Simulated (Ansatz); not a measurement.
# A hypothetical structure for LuSc3, part 2 of 2

Starting from a made-up structure for LuSc3, the aim is the relaxed cell, its shortest contacts and, where a second run follows, its electronic structure.

Ansatz 0.2.0; DFT, PBE, plane-wave PAW, files of the set soft_1, scalar-relativistic, no spin, cell and ions relaxed at zero pressure; PAW set soft_1 (the session's first sound run).

So far: Starting point; Relaxing cell and atoms. The relaxed cell has a = 4.686 Å (conventional setting).

## 3. Bands of the relaxed cell

A second self-consistent run takes a narrower smearing and the mesh shown in its input; the bands follow along the standard path of the relaxed lattice.

This step: DFT, PBE, plane-wave PAW, files of the set soft_1, scalar-relativistic, no spin, bands and density of states at the relaxed cell; PAW set soft_1 (Ansatz 0.2.0).

Input file input.yaml:

```yaml
crystal:
  lattice:
    - [4.6856080763, 0.0, 0.0]
    - [0.0, 4.6856080763, 0.0]
    - [0.0, 0.0, 4.6856080763]
  atoms:
    - { symbol: Lu, position: [0.0, 0.0, 0.0] }
    - { symbol: Sc, position: [0.5, 0.0, 0.5] }
    - { symbol: Sc, position: [0.5, 0.5, 0.0] }
    - { symbol: Sc, position: [0.0, 0.5, 0.5] }
kpoints:
  mp_grid: { grid: [8, 8, 8] }
  band_path:
    path:
      - [[0.0, 0.0, 0.0], [0.0, 0.5, 0.0], [0.5, 0.5, 0.0], [0.0, 0.0, 0.0], [0.5, 0.5, 0.5], [0.0, 0.5, 0.0]]
      - [[0.5, 0.5, 0.0], [0.5, 0.5, 0.5]]
    npoints: 13
scf:
  occupations: { method: fermi_dirac, width: 0.03 }
  n_extra_bands: 8
hamiltonian:
  xc: pbe
  pseudopotentials: { kind: paw, azcp: { folder: soft_1 } }
output:
  forces: true
  stress: true
  write_bands: true
  dos: { projected: true }
  write_density: true
  write_potential: true
  elf: true
  volumetric_format: npy
```

Launch:

```sh
$ ansatz run input.yaml --threads 4 --pin off --max-ram 8192MiB --backend cpu --events-out ev --progress --plain --runs-dir out
```

Numbers of over 12 decimals in the logs are rounded to 6 here.

What it wrote:

```text
Lu: projections on atomic orbitals take those of the free atom [Kr 4d10] 4f14 5s2 5p6 5d1 6s2, of charge +0.00 (hamiltonian.pseudopotentials.projection_atoms); the dataset's partial waves leave at most 4.6e-5 of an orbital's norm unspanned inside its sphere
[...]
Crystal: 4 atoms, lattice volume = 102.872 Å³
Basis set: ecut = 420 eV, 2007 PW (Γ), exchange–correlation on 64×64×64 points (8 copies of the dense FFT grid, shifted against one another)
Bands: 37, of which v1, the nominal top of the filled ones, is band 29 counted from 1 (28 counted from 0)
Symmetry: 48 space group operations
[...]
k-points: 35 of 512
[...]
SCF iter   1: F=—  HF=-21140.518267 eV  |F-HF|=—  |Δ(HF+E_count)|=         —  Δρ=2.22e-2  dr2=6.96e-1  ethr=3.10e-3  ⟨swp⟩=5.6  Hψ=5132  notcnv=0
[...]
SCF iter   9: F=-21140.318876 eV  HF=-21140.318876 eV  |F-HF|=8.56e-9  |Δ(HF+E_count)|=   2.44e-7  Δρ=8.50e-6  dr2=4.22e-8  ethr=1.72e-10  ⟨swp⟩=16.3  Hψ=14034  notcnv=0
SCF 1 converged in 9 iterations: F = -21140.318876 eV  dr2 = 4.22e-8
[...]
NSCF: frozen V_eff on 80 k-points
SCF converged after 9 iterations
Free energy (F): -21140.318876 eV
[...]
Internal energy: -21140.288623 eV  (E = F + TS)
E sigma→0 (E₀):  -21140.303749 eV
Entropy (-TS):   -0.030252 eV (-7.563 meV/atom)
Fermi energy:    10.485569 eV
[...]
--- Stress (GPa, compression-positive) ---
       -0.040689       0.000000      -0.000000
        0.000000      -0.040689       0.000000
        0.000000       0.000000      -0.040689
  P = ⅓ Tr σ = -0.0407 GPa (-0.407 kbar)
--- Band table (eV; the first three rows and the last of 35) ---
  k-point 0: bands = [... 25 lower, 8.7859, 8.9775, 9.8208, 9.8208, 9.8208, 12.1427, 12.1427, 12.1427, ... 4 higher]
  k-point 1: bands = [... 25 lower, 8.8867, 9.0434, 9.8774, 9.8774, 9.8903, 12.0262, 12.1425, 12.1425, ... 4 higher]
  k-point 2: bands = [... 25 lower, 9.1609, 9.3314, 10.0459, 10.0459, 10.0938, 11.6886, 11.6886, 11.7120, ... 4 higher]
  k-point 34: bands = [... 25 lower, 8.5750, 8.5750, 10.6163, 10.7980, 10.7980, 10.7980, 11.8787, 11.8787, ... 4 higher]
```

Wall time 4 s (4 threads of Arm Neoverse V2, shared host); peak memory 0.5 GiB.

Numbers from this step:

```
free energy             : -21140.3189 eV
energy at zero smearing : -21140.3037 eV
smearing term TS        : 0.03025 eV
Fermi energy            : 10.49 eV
pressure                : -0.04069 GPa
```

bands.tsv at the labelled points (eV, zero at the Fermi level; the bands that come nearest the Fermi level along the path):

```
point  band 25  band 26  band 27  band 28  band 29  band 30  band 31  band 32
    Γ    -1.70    -1.70    -1.51    -0.66    -0.66    -0.66     1.66     1.66
    X    -3.24    -0.81    -0.57     0.17     0.17     0.27     0.27     0.33
    M    -1.98    -1.76    -1.76     0.30     0.32     0.32     0.45     0.69
    Γ    -1.70    -1.70    -1.51    -0.66    -0.66    -0.66     1.66     1.66
    R    -1.91    -1.91    -1.91     0.13     0.31     0.31     0.31     1.39
    X    -3.24    -0.81    -0.57     0.17     0.17     0.27     0.27     0.33
    M    -1.98    -1.76    -1.76     0.30     0.32     0.32     0.45     0.69
    R    -1.91    -1.91    -1.91     0.13     0.31     0.31     0.31     1.39
```

States per cell as run, both spins, in windows of 1 eV, from dos.tsv (zero at the Fermi level):

| from | to | total |
| --- | --- | --- |
| -8 | -7 | 0.00 |
| -7 | -6 | 0.00 |
| -6 | -5 | 0.08 |
| -5 | -4 | 14.54 |
| -4 | -3 | 0.93 |
| -3 | -2 | 1.74 |
| -2 | -1 | 3.32 |
| -1 | 0 | 5.51 |
| 0 | 1 | 6.95 |

A further 32.0 states lie below the table's range.

Valence density in the ac plane at fractional y = 0.000, with atoms of Lu and Sc within 0.2 Å of it. It is the smooth field of the valence electrons, not physical close to the nuclei.

Ten steps, logarithmic in the rise over the least value, from '0' (0 e/Å³) to '9' (42 e/Å³), each cell a mean:
```
97410000000258
64200000000135
21000000000012
00000000000000
00000123200000
00001355420000
00001466530000
00001456520000
00000244310000
00000011100000
10000000000001
43100000000024
86300000000147
98410000000269
```
Columns run along a (4.7 Å), rows up along c (4.7 Å). Atoms in or near the plane, at fractional coordinates: Lu at (0.00, 0.00), Sc at (0.50, 0.50).

Electrostatic potential energy in the ac plane at fractional y = 0.000, with atoms of Lu and Sc within 0.2 Å of it. With pseudopotentials it is smooth inside the atoms' cores, unlike the true potential.

Ten even steps from '0' (-68 eV) to '9' (14 eV), each cell a mean:
```
01589999999730
24789999999863
77899999999987
99999988899999
99998766789999
99998633478999
99997422368999
99997532368999
99998754679999
99999877889999
88999999999988
46799999999875
02689999999741
00489999999720
```
Columns run along a (4.7 Å; values clipped at the 3rd and 97th percentile), rows up along c (4.7 Å). Atoms in or near the plane, at fractional coordinates: Lu at (0.00, 0.00), Sc at (0.50, 0.50).

ELF in the ac plane at fractional y = 0.000, with atoms of Lu and Sc within 0.2 Å of it. It is the smooth field of the valence electrons, not physical close to the nuclei.

Ten even steps from '0' (0.11) to '9' (0.84), each cell a mean:
```
99710478630399
98401456530169
42001211221013
00010000001100
23310256410233
76401665740256
87402720560168
77402652650157
44300467620244
01110022100110
10001000011001
86201344430047
99601477630289
89810478720499
```
Columns run along a (4.7 Å), rows up along c (4.7 Å). Atoms in or near the plane, at fractional coordinates: Lu at (0.00, 0.00), Sc at (0.50, 0.50).

## 4. What came out

| Quantity | Value |
| --- | --- |
| space group, relaxed | Pm-3m |
| conventional cell | a = 4.686, b = 4.686, c = 4.686 Å; α = 90.0°, β = 90.0°, γ = 90.0° |
| volume per atom | 25.72 Å³ (guess 22.68) |

In words: LuSc3 relaxes to Pm-3m with a = 4.686, b = 4.686 and c = 4.686 Å. The guessed volume was 12 % too small. The space group Pm-3m was held in the relaxation, so the end point is a stationary structure within it and may be a saddle against distortions or other arrangements. Bands cross the Fermi level, so it is a metal or semimetal at this level. On the 8×8×8 mesh with the narrower smearing (relaxed on 6×6×6) the forces vanish, as symmetry may demand, and the largest stress component is 0.041 GPa, within the relaxation's thresholds of 0.015 eV/Å and 0.05 GPa. The cutoff wasn't tested. Spin-orbit coupling is left out, which can matter for elements this heavy. No dispersion term is used, so weakly bound directions may come out too long. Nothing here tests whether the compound is stable against decomposition.

[Logs are printed without paths, hosts, clocks, repeated set-up lines and the standing remarks that a program may print on its own settings, such as how far it seeks lower states.]

[Hosts, paths, dates, database ids (printed as entryN), source tags and the programs' standing remarks are cut or masked in the printed files.]
